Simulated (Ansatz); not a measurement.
# Decaying states in the gap of BaCa2As2, part 2 of 3

Aim: relax a made-up compound, BaCa2As2, and see how good a tunnel barrier it would be. It is built by putting Ca for Mg in the BaMg2As2 structure of space group P-3m1, with the volume rescaled by atomic radii. The parent structure comes from the Materials Project.

Ansatz 0.2.0; r2SCAN DFT, plane waves, PAW files (the session's first sound run).

So far, gap on the k-mesh (eV): step 3 (the bulk crystal and its band edges) 1.77.

The structure was built from a prototype and need not be the compound's stable phase.

### Step 4. Decaying states in the gap, plane (001), k-mesh 6×6×4

This step: r2SCAN DFT, plane waves, PAW files; complex bands by layer matching along the plane's normal (Ansatz 0.2.0).

The same crystal is laid in a cell whose first two vectors span the (001) plane (indices of the standard conventional cell, whose axes can be ordered otherwise than in the bulk input). At fixed energy and wavevector in the plane the solver finds all kz, real and complex. A few wavevectors are listed, (0, 0), (-0.5, 0) and (0.5, 0) (two of them one point) in units of the plane's reciprocal vectors; the slowest state needn't be among them.

input.yaml reads:

```yaml
crystal:
  lattice:
    - [4.872631128, 0.0, 0.0]
    - [2.436315564, 4.21982234, 0.0]
    - [0.0, 0.0, 8.009966315]
  atoms:
    - { symbol: Ba, position: [0.0, 0.0, 0.0] }
    - { symbol: Ca, position: [0.3333333333, 0.3333333333, 0.3625316048] }
    - { symbol: Ca, position: [0.6666666667, 0.6666666667, 0.6374683952] }
    - { symbol: As, position: [0.3333333333, 0.3333333333, 0.7431281413] }
    - { symbol: As, position: [0.6666666667, 0.6666666667, 0.2568718587] }
kpoints:
  mp_grid: { grid: [6, 6, 4] }
scf:
  occupations: { method: fixed }
hamiltonian:
  xc: r2scan
output:
  eigenvalues: true
  transmission:
    leads: [[0, 0]]
    kpoints: [[0.0, 0.0], [-0.5, 0.0], [0.5, 0.0]]
    e_range: [-1.0, 2.77]
    de: 0.09
```

The run is started by

```
ansatz run input.yaml --threads 2 --pin off --max-ram 4096MiB --backend cpu --events-out ev --progress --plain --runs-dir out
```

Numbers of over 12 decimals in the logs are rounded to 6 here.

The log of the run:

```text
[...]
Crystal: 5 atoms, lattice volume = 164.698 Å³
Basis set: ecut = 500 eV, 4199 PW (Γ), exchange–correlation on 144×144×240 points (64 copies of the dense FFT grid, shifted against one another)
Bands: 36, of which v1, the nominal top of the filled ones, is band 30 counted from 1 (29 counted from 0)
Symmetry: 12 space group operations
[...]
k-points: 24 of 144
[...]
SCF iter   1: F=—  HF=-19343.959132 eV  |F-HF|=—  |Δ(HF+E_count)|=         —  Δρ=5.49e-3  dr2=1.10e-1  dr2_τ=1.42e-2  ethr=1.77e-3  ⟨swp⟩=5.2  Hψ=3080  notcnv=0  defer=81
[...]
SCF iter   7: F=-19344.059262 eV  HF=-19344.059262 eV  |F-HF|=8.37e-9  |Δ(HF+E_count)|=   4.05e-7  Δρ=3.85e-6  dr2=3.48e-8  dr2_τ=3.25e-9  ethr=1.67e-10  ⟨swp⟩=12.9  Hψ=4432  notcnv=0
SCF 1 converged in 7 iterations: F = -19344.059262 eV  dr2 = 3.48e-8
[...]
transmission: 11 of 33 steps passed
transmission: 22 of 33 steps passed
transmission: 33 of 33 steps passed
SCF converged after 7 iterations
Free energy (F): -19344.059262 eV
[...]
Internal energy: -19344.059262 eV  (E = F + TS)
E sigma→0 (E₀):  -19344.059262 eV
Fermi energy:    6.001479 eV
[...]
--- Band table (eV; the first three rows and the last of 24) ---
  k-point 0: bands = [... 26 lower, 5.4966, 5.7849, 5.7849, 6.0015, 8.4834, 8.9366, 8.9366, 9.5305, ... 2 higher]
  k-point 1: bands = [... 26 lower, 5.4300, 5.5691, 5.8637, 5.8637, 9.0818, 9.0818, 9.1077, 9.5130, ... 2 higher]
  k-point 2: bands = [... 26 lower, 5.3818, 5.3818, 5.9242, 5.9242, 9.3353, 9.3353, 9.4911, 9.8327, ... 2 higher]
  k-point 23: bands = [... 26 lower, 5.0037, 5.3670, 5.6452, 5.6452, 8.6013, 9.0648, 9.0648, 9.8792, ... 2 higher]
--- Transmission ---
  basis      : 211 plane waves across, 11 finite elements along
  points     : 3, as listed
  energies   : 42 from -1.000000 to 2.690000 eV about the Fermi level, 0.090000 eV apart; the leads are filled to 0.883411 eV, and channels, transmission and decay are at 0.890000 eV
  crystal 0  : Ca2As2Ba1, at the sites [0, 0], period 8.0100 Å: whole cells are its period
    offset         : up to 0.0000 Å between an atom of the period and one for which it stands
    channels       : 0.000000e0 a spin
    conductance    : none, the energies end too early or step too widely for 300 K: set another output.transmission.e_range or a lower de, or, where they end at an eighth of basis.ecutwfc, a higher one
    slowest decay  : 0.1790 /Å at (0.0000, 0.0000)
```

Elapsed: 15 s, on 2 threads of AMD EPYC 9R45, shared host; peak memory 1.1 GiB; 29 s of CPU time.

This step gave:

| Property | Result |
| --- | --- |
| level to which the leads are filled | 0.8834 eV from the Fermi level |
| decay constant at the filling level, zone centre | 0.1790 Å⁻¹ |
| decay constant at the filling level, slowest listed point | 0.179 Å⁻¹ |

K parallel (0, 0); values up to 1.5 1/Å, a degenerate pair printed once or twice; energies at which all values exceed this have no row. The Im kz of the slowest decaying states by energy, zero at the highest filled level on the SCF mesh:

```tsv
energy (eV)	decay 1 (Å⁻¹)	decay 2 (Å⁻¹)	decay 3 (Å⁻¹)	decay 4 (Å⁻¹)
-1.00	0.0434	0.453	0.745	0.921
-0.73	0.265	0.729	0.887	-
-0.46	0.113	0.711	0.851	-
-0.19	0.692	0.814	-	-
-0.01	0.185	0.679	0.788	1.50
0.08	0.0712	0.269	0.672	0.774
0.35	0.136	0.396	0.651	0.734
0.62	0.165	0.462	0.628	0.693
0.80	0.176	0.491	0.612	0.665
1.07	0.182	0.518	0.586	0.622
1.34	0.180	0.533	0.559	0.577
1.61	0.170	0.529	0.530	0.537
1.88	0.151	0.478	0.496	0.533
2.15	0.119	0.418	0.460	0.522
2.42	0.0539	0.344	0.420	0.506
2.69	0.242	0.372	0.484	1.30
```

K parallel (-0.5, 0); values up to 1.5 1/Å, a degenerate pair printed once or twice; energies at which all values exceed this have no row. Table of Im kz of the slowest decaying states by energy, zero at the highest filled level on the SCF mesh:

```tsv
energy (eV)	decay 1 (Å⁻¹)	decay 2 (Å⁻¹)	decay 3 (Å⁻¹)	decay 4 (Å⁻¹)
-1.00	0.0980	0.278	0.672	0.798
-0.82	0.0980	0.268	0.608	0.744
-0.73	0.0776	0.250	0.568	0.717
-0.55	0.162	0.437	0.665	0.907
-0.37	0.308	0.614	0.840	1.10
-0.28	0.167	0.412	0.589	0.797
-0.10	0.150	0.291	0.336	0.537
-0.01	0.205	0.324	0.510	0.539
0.17	0.297	0.366	0.447	0.602
0.35	0.379	0.387	0.606	0.786
0.44	0.381	0.393	0.608	0.804
0.62	0.383	0.394	0.609	0.827
0.80	0.383	0.386	0.606	0.840
0.89	0.378	0.382	0.604	0.844
1.07	0.355	0.381	0.597	0.848
1.25	0.319	0.380	0.587	0.848
1.34	0.294	0.379	0.581	0.846
1.52	0.228	0.378	0.567	0.842
1.70	0.120	0.377	0.551	0.836
1.79	0.375	0.542	0.832	0.925
1.97	0.370	0.522	0.822	0.906
2.06	0.366	0.510	0.817	0.896
2.24	0.356	0.485	0.805	0.876
2.42	0.0696	0.342	0.457	0.792
2.51	0.0683	0.334	0.441	0.784
2.69	0.317	0.404	0.769	0.821
```

K parallel (0.5, 0); values up to 1.5 1/Å, a degenerate pair printed once or twice; energies at which all values exceed this have no row. The Im kz of the slowest decaying states by energy, zero at the highest filled level on the SCF mesh:

```tsv
energy (eV)	decay 1 (Å⁻¹)	decay 2 (Å⁻¹)	decay 3 (Å⁻¹)	decay 4 (Å⁻¹)
-1.00	0.0980	0.278	0.672	0.798
-0.82	0.0980	0.268	0.608	0.744
-0.64	0.219	0.515	0.691	0.934
-0.46	0.266	0.640	0.876	1.11
-0.28	0.167	0.412	0.589	0.797
-0.10	0.150	0.291	0.336	0.537
-0.01	0.205	0.324	0.510	0.539
0.08	0.251	0.348	0.482	0.601
0.26	0.376	0.379	0.604	0.762
0.44	0.381	0.393	0.608	0.804
0.62	0.383	0.394	0.609	0.827
0.80	0.383	0.386	0.606	0.840
1.07	0.355	0.381	0.597	0.848
1.25	0.319	0.380	0.587	0.848
1.43	0.264	0.379	0.574	0.845
1.61	0.183	0.378	0.559	0.839
1.79	0.375	0.542	0.832	0.925
1.97	0.370	0.522	0.822	0.906
2.15	0.361	0.498	0.811	0.886
2.33	0.0554	0.349	0.472	0.799
2.51	0.0683	0.334	0.441	0.784
2.69	0.317	0.404	0.769	0.821
```

At the listed wavevectors the last open channel is at -0.01 eV and the next at +1.79 eV on the grid. At +0.89 eV, the grid energy nearest the filling level (the middle of the gap on the SCF mesh), the slowest state at the listed wavevectors decays with κ = 0.179 Å⁻¹, its amplitude falling by e over 5.6 Å. Through 1 nm of this crystal that state's transmission falls by exp(−2 × 0.179 Å⁻¹ × 10 Å) = 0.028.

### Step 5. Decay over the two-dimensional zone

The listed points could miss the slowest state, so one energy near mid-gap is solved on a mesh of 8×8.

input.yaml: that of step 4 with these lines changed.

```diff
@@ -19,6 +19,2 @@
   eigenvalues: true
-  transmission:
-    leads: [[0, 0]]
-    kpoints: [[0.0, 0.0], [-0.5, 0.0], [0.5, 0.0]]
-    e_range: [-1.0, 2.77]
-    de: 0.09
+  transmission: { leads: [[0, 0]], kmesh: [8, 8], e_range: [0.88, 0.89], de: 0.05 }
```

The log of the run:

```text
[...]
Crystal: 5 atoms, lattice volume = 164.698 Å³
Basis set: ecut = 500 eV, 4199 PW (Γ), exchange–correlation on 144×144×240 points (64 copies of the dense FFT grid, shifted against one another)
Bands: 36, of which v1, the nominal top of the filled ones, is band 30 counted from 1 (29 counted from 0)
Symmetry: 12 space group operations
[...]
k-points: 24 of 144
[...]
SCF iter   1: F=—  HF=-19343.959132 eV  |F-HF|=—  |Δ(HF+E_count)|=         —  Δρ=5.49e-3  dr2=1.10e-1  dr2_τ=1.42e-2  ethr=1.77e-3  ⟨swp⟩=5.2  Hψ=3080  notcnv=0  defer=81
[...]
SCF iter   7: F=-19344.059262 eV  HF=-19344.059262 eV  |F-HF|=8.37e-9  |Δ(HF+E_count)|=   4.05e-7  Δρ=3.85e-6  dr2=3.48e-8  dr2_τ=3.25e-9  ethr=1.67e-10  ⟨swp⟩=12.9  Hψ=4432  notcnv=0
SCF 1 converged in 7 iterations: F = -19344.059262 eV  dr2 = 3.48e-8
[...]
transmission: 44 of 110 steps passed
transmission: 88 of 110 steps passed
transmission: 110 of 110 steps passed
SCF converged after 7 iterations
Free energy (F): -19344.059262 eV
[...]
Internal energy: -19344.059262 eV  (E = F + TS)
E sigma→0 (E₀):  -19344.059262 eV
Fermi energy:    6.001479 eV
[...]
--- Band table (eV; the first three rows and the last of 24) ---
  k-point 0: bands = [... 26 lower, 5.4966, 5.7849, 5.7849, 6.0015, 8.4834, 8.9366, 8.9366, 9.5305, ... 2 higher]
  k-point 1: bands = [... 26 lower, 5.4300, 5.5691, 5.8637, 5.8637, 9.0818, 9.0818, 9.1077, 9.5130, ... 2 higher]
  k-point 2: bands = [... 26 lower, 5.3818, 5.3818, 5.9242, 5.9242, 9.3353, 9.3353, 9.4911, 9.8327, ... 2 higher]
  k-point 23: bands = [... 26 lower, 5.0037, 5.3670, 5.6452, 5.6452, 8.6013, 9.0648, 9.0648, 9.8792, ... 2 higher]
--- Transmission ---
  basis      : 211 plane waves across, 11 finite elements along
  points     : 10, standing for a mesh of 8 x 8
  energies   : 1 from 0.880000 to 0.880000 eV about the Fermi level; the leads are filled to 0.883411 eV, and channels, transmission and decay are at 0.880000 eV
  crystal 0  : Ca2As2Ba1, at the sites [0, 0], period 8.0100 Å: whole cells are its period
[...]
channels       : 0.000000e0 a spin
    conductance    : none, crystal 0 has no channel at the energies, or these end too early or step too widely for 300 K: set another output.transmission.e_range or a lower de, or, where they end at an eighth of basis.ecutwfc, a higher one
    slowest decay  : 0.1787 /Å at (0.0000, 0.0000)
```

It took 7.9 s on 2 threads; peak memory 1.2 GiB; 16 s of CPU time.

This step gave:

```yaml
least_decay_constant_on_the_mesh: 0.1787 Å⁻¹
```

Slowest decay constant (1/Å; 0 where a channel is open) over k1 and k2. At 0.8800 eV from the Fermi level.

Ten even steps from '_' (0.179) to '@' (0.413):
```
##@@@@##**%%%%**
@@@@@@%%**##**%%
####%%##----##%%
%%****--__--****
##%%##----##%%##
@@%%**##**%%@@@@
##**%%%%**##@@@@
%%##@@##%%##@@##
```
Columns: k1 (b1) from -0.5 to 0.375; rows upwards: k2 (b2) from -0.5 to 0.375.

The least value on the mesh is 0.179 Å⁻¹ at +0.88 eV. At that energy the listed points give about 0.179 Å⁻¹ by interpolation, so the mesh holds no clearly slower state.

### Step 6. Decaying states in the gap, plane (100), k-mesh 6×4×6

The same for the (100) plane, at (0, 0) and (-0.5, 0), to see how the decay depends on direction.

input.yaml reads:

```yaml
crystal:
  lattice:
    - [4.872631128, 0.0, 0.0]
    - [0.0, 8.009966315, 0.0]
    - [2.436315564, 0.0, 4.21982234]
  atoms:
    - { symbol: Ba, position: [0.0, 0.0, 0.0] }
    - { symbol: Ca, position: [0.6666666667, 0.3625316048, 0.6666666667] }
    - { symbol: Ca, position: [0.3333333333, 0.6374683952, 0.3333333333] }
    - { symbol: As, position: [0.6666666667, 0.7431281413, 0.6666666667] }
    - { symbol: As, position: [0.3333333333, 0.2568718587, 0.3333333333] }
kpoints:
  mp_grid: { grid: [6, 4, 6] }
scf:
  occupations: { method: fixed }
hamiltonian:
  xc: r2scan
output:
  eigenvalues: true
  transmission:
    leads: [[0, 0]]
    kpoints: [[0.0, 0.0], [-0.5, 0.0]]
    e_range: [-1.0, 2.77]
    de: 0.06
```

The log of the run:

```text
[...]
Crystal: 5 atoms, lattice volume = 164.698 Å³
Basis set: ecut = 500 eV, 4199 PW (Γ), exchange–correlation on 144×240×144 points (64 copies of the dense FFT grid, shifted against one another)
Bands: 36, of which v1, the nominal top of the filled ones, is band 30 counted from 1 (29 counted from 0)
Symmetry: 12 space group operations
[...]
k-points: 24 of 144
[...]
SCF iter   1: F=—  HF=-19343.959110 eV  |F-HF|=—  |Δ(HF+E_count)|=         —  Δρ=5.48e-3  dr2=1.09e-1  dr2_τ=1.42e-2  ethr=1.77e-3  ⟨swp⟩=5.2  Hψ=3088  notcnv=0  defer=81
[...]
SCF iter   7: F=-19344.059262 eV  HF=-19344.059262 eV  |F-HF|=7.33e-9  |Δ(HF+E_count)|=   4.01e-7  Δρ=3.84e-6  dr2=3.54e-8  dr2_τ=3.14e-9  ethr=1.67e-10  ⟨swp⟩=13.0  Hψ=4360  notcnv=0
SCF 1 converged in 7 iterations: F = -19344.059262 eV  dr2 = 3.54e-8
[...]
transmission: 6 of 12 steps passed
transmission: 12 of 12 steps passed
SCF converged after 7 iterations
Free energy (F): -19344.059262 eV
[...]
Internal energy: -19344.059262 eV  (E = F + TS)
E sigma→0 (E₀):  -19344.059262 eV
Fermi energy:    6.001479 eV
[...]
--- Band table (eV; the first three rows and the last of 24) ---
  k-point 0: bands = [... 26 lower, 5.4966, 5.7849, 5.7849, 6.0015, 8.4834, 8.9366, 8.9366, 9.5305, ... 2 higher]
  k-point 1: bands = [... 26 lower, 5.3411, 5.5386, 5.7968, 5.9188, 8.6742, 9.0722, 9.0960, 9.5593, ... 2 higher]
  k-point 2: bands = [... 26 lower, 5.3266, 5.5724, 5.6615, 5.8695, 8.0649, 9.3695, 9.4468, 9.7547, ... 2 higher]
  k-point 23: bands = [... 26 lower, 5.0037, 5.3670, 5.6452, 5.6452, 8.6013, 9.0648, 9.0648, 9.8792, ... 2 higher]
--- Transmission ---
  basis      : 405 plane waves across, 6 finite elements along
  points     : 2, as listed
[...]
crystal 0  : Ca2As2Ba1, at the sites [0, 0], period 4.2198 Å: whole cells are its period
[...]
channels       : 0.000000e0 a spin
[...]
slowest decay  : 0.2108 /Å at (0.0000, 0.0000)
```

Wall time 44 s (2 threads); peak memory 1.9 GiB.

This step gave:

```yaml
decay_constant_at_the_filling_level_zone_centre: 0.2108 Å⁻¹
decay_constant_at_the_filling_level_slowest_listed_point: 0.2108 Å⁻¹
```

K parallel (0, 0); values up to 1.5 1/Å, a degenerate pair printed once or twice; energies at which all values exceed this have no row. Im kz of the slowest decaying states against energy, zero at the highest filled level on the SCF mesh:

```tsv
energy (eV)	decay 1 (Å⁻¹)	decay 2 (Å⁻¹)	decay 3 (Å⁻¹)	decay 4 (Å⁻¹)
-1.0000	0.191	0.224	0.538	0.639
-0.7600	0.0805	0.180	0.426	0.606
-0.5200	0.0974	0.128	0.448	0.575
-0.2200	0.160	0.199	0.213	0.538
0.0200	0.131	0.155	0.242	0.268
0.2600	0.173	0.288	0.293	0.442
0.5000	0.196	0.317	0.350	0.449
0.7400	0.208	0.335	0.384	0.416
0.9800	0.212	0.336	0.387	0.406
1.2200	0.210	0.301	0.379	0.417
1.5200	0.199	0.211	0.380	0.422
1.7600	0.0358	0.182	0.379	0.420
2.0000	0.157	0.373	0.412	0.500
2.2400	0.117	0.362	0.401	0.463
2.4800	0.0108	0.342	0.386	0.392
```

K parallel (0, 0). Table of Re kz of states that move upwards by energy, zero at the highest filled level on the SCF mesh:

```tsv
energy (eV)	channel 1 (Å⁻¹)	channel 2 (Å⁻¹)	channel 3 (Å⁻¹)	channel 4 (Å⁻¹)
-1.00	-0.338	-	-	-
-0.88	-0.295	-	-	-
-0.70	-0.298	-0.234	0.462	-
-0.58	-0.199	-0.149	-	-
-0.40	-0.132	-	-	-
-0.28	-0.437	-0.0748	-	-
-0.10	-0.269	0.588	-	-
0.02	-	-	-	-
0.20	-	-	-	-
0.32	-	-	-	-
0.50	-	-	-	-
0.62	-	-	-	-
0.80	-	-	-	-
0.92	-	-	-	-
1.10	-	-	-	-
1.22	-	-	-	-
1.40	-	-	-	-
1.52	-	-	-	-
1.70	-	-	-	-
1.82	-0.643	-	-	-
2.00	-0.526	-	-	-
2.12	-0.471	-	-	-
2.30	-0.399	-	-	-
2.42	-0.353	-	-	-
2.60	-0.281	0.0895	-	-
2.72	-0.225	0.132	-	-
```

K parallel (-0.5, 0); values up to 1.5 1/Å, a degenerate pair printed once or twice; energies at which all values exceed this have no row. Im kz of the slowest decaying states against energy, zero at the highest filled level on the SCF mesh:

```tsv
energy (eV)	decay 1 (Å⁻¹)	decay 2 (Å⁻¹)	decay 3 (Å⁻¹)	decay 4 (Å⁻¹)
-1.0000	0.0275	0.182	0.662	0.665
-0.7600	0.185	0.585	0.601	0.908
-0.5200	0.188	0.336	0.479	0.824
-0.2200	0.0973	0.410	0.717	1.14
0.0200	0.106	0.286	0.501	0.729
0.2600	0.178	0.356	0.534	0.727
0.5000	0.210	0.400	0.549	0.718
0.7400	0.224	0.430	0.555	0.706
0.9800	0.223	0.451	0.555	0.690
1.2200	0.207	0.466	0.553	0.672
1.5200	0.155	0.476	0.551	0.645
1.7600	0.0277	0.479	0.559	0.617
2.0000	0.478	0.573	0.596	0.819
2.2400	0.473	0.530	0.635	0.754
2.4800	0.0576	0.463	0.491	0.673
```

At the listed wavevectors the last open channel is at -0.04 eV and the next at +1.82 eV on the grid. At +0.86 eV, the grid energy nearest the filling level (the middle of the gap on the SCF mesh), the slowest state at the listed wavevectors decays with κ = 0.211 Å⁻¹, its amplitude falling by e over 4.7 Å; the first such run, plane (001), gave 0.179 Å⁻¹.

### Step 7. Band edges at another level, cutoff 420 eV

This step: PBE DFT, plane waves, PAW files (Ansatz 0.2.0).

The edges again with PBE, at the same atoms. Against that run the cutoff is 420 eV against 500.

input.yaml reads:

```yaml
crystal:
  lattice:
    - [4.8726311283, 0.0, 0.0]
    - [-2.4363155642, 4.2198223404, 0.0]
    - [0.0, 0.0, 8.009966315]
  atoms:
    - { symbol: Ba, position: [0.0, 0.0, 0.0] }
    - { symbol: Ca, position: [0.6666666667, 0.3333333333, 0.3625316048] }
    - { symbol: Ca, position: [0.3333333333, 0.6666666667, 0.6374683952] }
    - { symbol: As, position: [0.6666666667, 0.3333333333, 0.7431281413] }
    - { symbol: As, position: [0.3333333333, 0.6666666667, 0.2568718587] }
kpoints:
  mp_grid: { grid: [6, 6, 4] }
  band_path: { path: [VBM, CBM], npoints: 30 }
scf:
  occupations: { method: fixed }
hamiltonian:
  xc: pbe
output:
  eigenvalues: true
```

The log of the run:

```text
[...]
Crystal: 5 atoms, lattice volume = 164.698 Å³
Basis set: ecut = 420 eV, 3225 PW (Γ)
Bands: 36, of which v1, the nominal top of the filled ones, is band 30 counted from 1 (29 counted from 0)
Symmetry: 12 space group operations
[...]
k-points: 24 of 144
[...]
SCF iter   1: F=—  HF=-19301.500102 eV  |F-HF|=—  |Δ(HF+E_count)|=         —  Δρ=1.14e-3  dr2=1.14e-2  ethr=1.77e-3  ⟨swp⟩=5.0  Hψ=3081  notcnv=0  defer=74
[...]
SCF iter   6: F=-19301.498604 eV  HF=-19301.498604 eV  |F-HF|=5.26e-8  |Δ(HF+E_count)|=   4.92e-7  Δρ=4.32e-6  dr2=5.54e-8  ethr=1.67e-10  ⟨swp⟩=12.3  Hψ=4631  notcnv=0
SCF 1 converged in 6 iterations: F = -19301.498604 eV  dr2 = 5.54e-8
[...]
SCF converged after 6 iterations
Free energy (F): -19301.498604 eV
[...]
Internal energy: -19301.498604 eV  (E = F + TS)
E sigma→0 (E₀):  -19301.498604 eV
Fermi energy:    6.163260 eV
[...]
--- Band table (eV; the first three rows and the last of 24) ---
  k-point 0: bands = [... 26 lower, 5.6620, 5.9473, 5.9473, 6.1633, 8.0899, 8.7071, 8.7071, 9.2928, ... 2 higher]
  k-point 1: bands = [... 26 lower, 5.5961, 5.6898, 6.0257, 6.0257, 8.7488, 8.8513, 8.8513, 9.2502, ... 2 higher]
  k-point 2: bands = [... 26 lower, 5.5485, 5.5485, 6.0861, 6.0861, 9.1098, 9.1098, 9.1775, 9.5492, ... 2 higher]
  k-point 23: bands = [... 26 lower, 5.1477, 5.5416, 5.8109, 5.8109, 8.4186, 8.8309, 8.8309, 9.5663, ... 2 higher]
```

It took 4.5 s on 2 threads; peak memory 0.53 GiB.

Numbers from this step:

| Property | Result |
| --- | --- |
| free energy | -19301.4986 eV |
| Fermi energy | 6.163 eV |
| gap on the k-mesh | 1.439 eV |
| gap on path | 1.439 eV, by band count; negative where bands overlap |
| direct gap on path | 1.500 eV |

Electronic bands along the path, in eV, zero at the Fermi level (highest filled level under fixed occupations); v1 is the highest filled band, c1 the lowest empty one:

```tsv
point	v4	v3	v2	v1	c1	c2	c3	c4
VBM	-0.50	-0.22	-0.22	0.00	1.93	2.54	2.54	3.13
halfway	-0.73	-0.44	-0.21	-0.17	2.02	2.79	2.86	3.44
CBM	-0.65	-0.43	-0.33	-0.06	1.44	2.93	3.18	3.43
```

The searched edges give 1.44 eV, as on the mesh.

Between step 3 and this run (PBE and cutoff 420 eV) the value for the gap on the k-mesh moves from 1.77 eV to 1.44 eV.

(Part 2 of 3 ends here.)

[Logs are printed without paths, hosts, clocks, repeated set-up lines and the standing remarks that a program may print on its own settings, such as how far it seeks lower states.]

[Hosts, paths, dates, database ids (printed as entryN), source tags and the programs' standing remarks are cut or masked in the printed files.]
